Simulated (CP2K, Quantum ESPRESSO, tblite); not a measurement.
# Forces in (6,6) carbon nanotube bundle (120 atoms), program by program

Aim: forces, pressure of (6,6) carbon nanotube bundle (120 atoms) at one geometry, from other programs and methods, against plane-wave PBE.

Results are calculated, not measured.

### 1. The cell

The cell holds 120 atoms (120 C), with edges of 11.44, 11.44 and 12.14 Å. Recipe: graphene sheet (a = 2.46 Å) rolled into a (6,6) tube of diameter 8.14 Å, 5 periods, hexagonal bundle with 3.3 Å between walls; minimised with a classical potential (one cell length free). Then every atom was moved at random, 0.05 Å r.m.s. a Cartesian component. The density is 1.74 g/cm³.

### 2. The reference input

Quantum ESPRESSO 7.5: Kohn-Sham DFT, PBE, SSSP efficiency 1.3.0 pseudopotentials, plane waves. Its input, pw.in:

```
&control
  calculation = 'scf'
  pseudo_dir = './pseudo'
  outdir = './tmp'
  disk_io = 'none'
  tprnfor = .true.
  tstress = .true.
/
&system
  ibrav = 0
  nat = 120
  ntyp = 1
  ecutwfc = 45
  ecutrho = 360
  nosym = .true.
  occupations = 'smearing'
  smearing = 'fd'
  degauss = 0.003675
/
&electrons
  conv_thr = 6.0e-07
  electron_maxstep = 100
  mixing_beta = 0.2
  mixing_mode = 'local-TF'
  diagonalization = 'david'
/
ATOMIC_SPECIES
C 12.011 C.upf
CELL_PARAMETERS angstrom
11.43761 0.00000 0.00000
-5.71881 9.90526 0.00000
0.00000 0.00000 12.13617
ATOMIC_POSITIONS crystal
C 0.37515 0.06245 0.10935
C 0.39300 0.13427 0.00659
C 0.40708 0.27142 0.21204
C 0.38843 0.31262 0.10219
[... 114 atom lines left out ...]
C 0.25618 0.85483 0.81145
C 0.30569 0.93060 0.91499
K_POINTS gamma
```

```console
$ OMP_NUM_THREADS=1 mpirun -np 4 pw.x -in pw.in > output.txt
```

It took 6 min on 4 MPI ranks of Arm Neoverse N1, shared host; peak memory 4 GiB.

It converged with an r.m.s. force component of 3.4 eV/Å and a pressure of 15 GPa.

### 3. The other programs

- CP2K 2026.2: Gaussian basis with GTH pseudopotentials and a plane-wave density; labels give functional, basis (MOLOPT sets; SR short-range, UZH the newer set with its own potentials), grid cutoff/relative cutoff and solver (OT: orbital transformation; TRS4, TC2, SIGN: linear-scaling purification with its sparsity filter), or its built-in tight binding.
- tblite 0.8.0: extended tight binding, driven from Python.

All use the same cell and atoms, and the electronic-structure runs the same k-mesh.

### 4. All runs compared

Differences are against the reference: forces as r.m.s. over components, share as that over the reference's r.m.s. force, slope as the fitted ratio of a run's forces to the reference's.

| run | Δ force, r.m.s. (meV/Å) | share (%) | slope | Δ pressure (GPa) | cores | CPU time | memory (GiB) |
| --- | --- | --- | --- | --- | --- | --- | --- |
| reference | - | - | - | - | 4 | 22 min | 4.0 |
| CP2K PBE+D3, DZVP-MOLOPT-SR, 450/50 Ry, diagonalisation | 63.6 | 1.87 | 1.015 | 0.348 | 4 | 17 min | 4.2 |
| CP2K PBE, DZVP-MOLOPT-SR, 225/50 Ry, diagonalisation (coarse) | 48.5 | 1.43 | 1.010 | 0.486 | 2 | 13 min | 1.5 |
| CP2K PBE, DZVP-MOLOPT-SR, 315/50 Ry, diagonalisation (coarse) | 47.2 | 1.38 | 1.011 | 0.482 | 4 | 20 min | 2.9 |
| CP2K PBE, DZVP-MOLOPT-SR, 450/50 Ry, diagonalisation | 46.4 | 1.36 | 1.011 | 0.481 | 4 | 16 min | 4.1 |
| CP2K PBE, SZV-MOLOPT-SR, 450/50 Ry, diagonalisation (coarse) | 885 | 26.0 | 1.255 | 8.92 | 1 | 7.6 min | 2.9 |
| tblite GFN2-xTB | 216 | 6.33 | 0.971 | -4.10 | 1 | 16 s | 0.12 |

Rows marked coarse were listed beforehand as settings not expected to be converged; some can still land near the reference.

CPU time is summed over cores on shared hosts, so it is rough.

### 5. Findings

Forces lie from 1.4 % (CP2K PBE, DZVP-MOLOPT-SR, 450/50 Ry, diagonalisation) to 26 % (CP2K PBE, SZV-MOLOPT-SR, 450/50 Ry, diagonalisation, coarse) of the reference's r.m.s. force of 3.4 eV/Å away from it. The PBE run in local orbitals, coarse settings apart, differs by 1.4 % (CP2K PBE, DZVP-MOLOPT-SR, 450/50 Ry, diagonalisation); basis, grid and potentials can all enter. Tight binding differs by 6.3 % (tblite GFN2-xTB); it is another model, with fitted parameters of its own, and the xTB methods hold dispersion. Rows with another functional or a dispersion term differ by 1.9 % (CP2K PBE+D3, DZVP-MOLOPT-SR, 450/50 Ry, diagonalisation), which mixes the change of model with differences of basis and potentials.

Runs with settings chosen to be coarse differ by 1.4 % (CP2K PBE, DZVP-MOLOPT-SR, 315/50 Ry, diagonalisation) to 26 % (CP2K PBE, SZV-MOLOPT-SR, 450/50 Ry, diagonalisation), their programs' other errors included. CP2K PBE, SZV-MOLOPT-SR, 450/50 Ry, diagonalisation stiffens the forces by a factor of 1.26 while following their directions (correlation 0.999); the slopes of the 5 CP2K runs lie between 1.01 and 1.26. From CP2K PBE, DZVP-MOLOPT-SR, 225/50 Ry, diagonalisation to the finer CP2K PBE, DZVP-MOLOPT-SR, 450/50 Ry, diagonalisation the share goes from 1.43 to 1.36 %, so the grid isn't what parts these runs from the reference. Pressures at PBE, coarse settings apart, lie +0.48 GPa from the reference's.

**Limits.** Periodic xTB results under one method name differ between programs and library versions. The reference's pressure holds the uncorrected Pulay stress of its 45 Ry basis, so small pressure differences may be the reference's own error. The reference's stress is far from hydrostatic: its diagonal is 11.1, 13.2, 20.8 GPa, compression counted positive. The electronic-structure runs sample only Γ, in a cell whose shortest periodic width is 10 Å. The reference's pressure of 15 GPa reflects the volume that the recipe set, positions that aren't this level's minimum and the coarse k-sampling. The reference's PBE has no dispersion term. Where levels are smeared, the DFT runs use Fermi–Dirac occupations at 580 K (0.05 eV), and energies are free energies. The atoms were displaced at random, and shares hang on the size of the forces that this gives. The reference's cutoffs and mesh weren't converged further here.

[Logs are printed without paths, hosts, clocks, repeated set-up lines and the standing remarks that a program may print on its own settings, such as how far it seeks lower states.]

[Hosts, paths, dates, database ids (printed as entryN), source tags and the programs' standing remarks are cut or masked in the printed files.]

[Cells were taken only where this reference lay near another plane-wave run.]
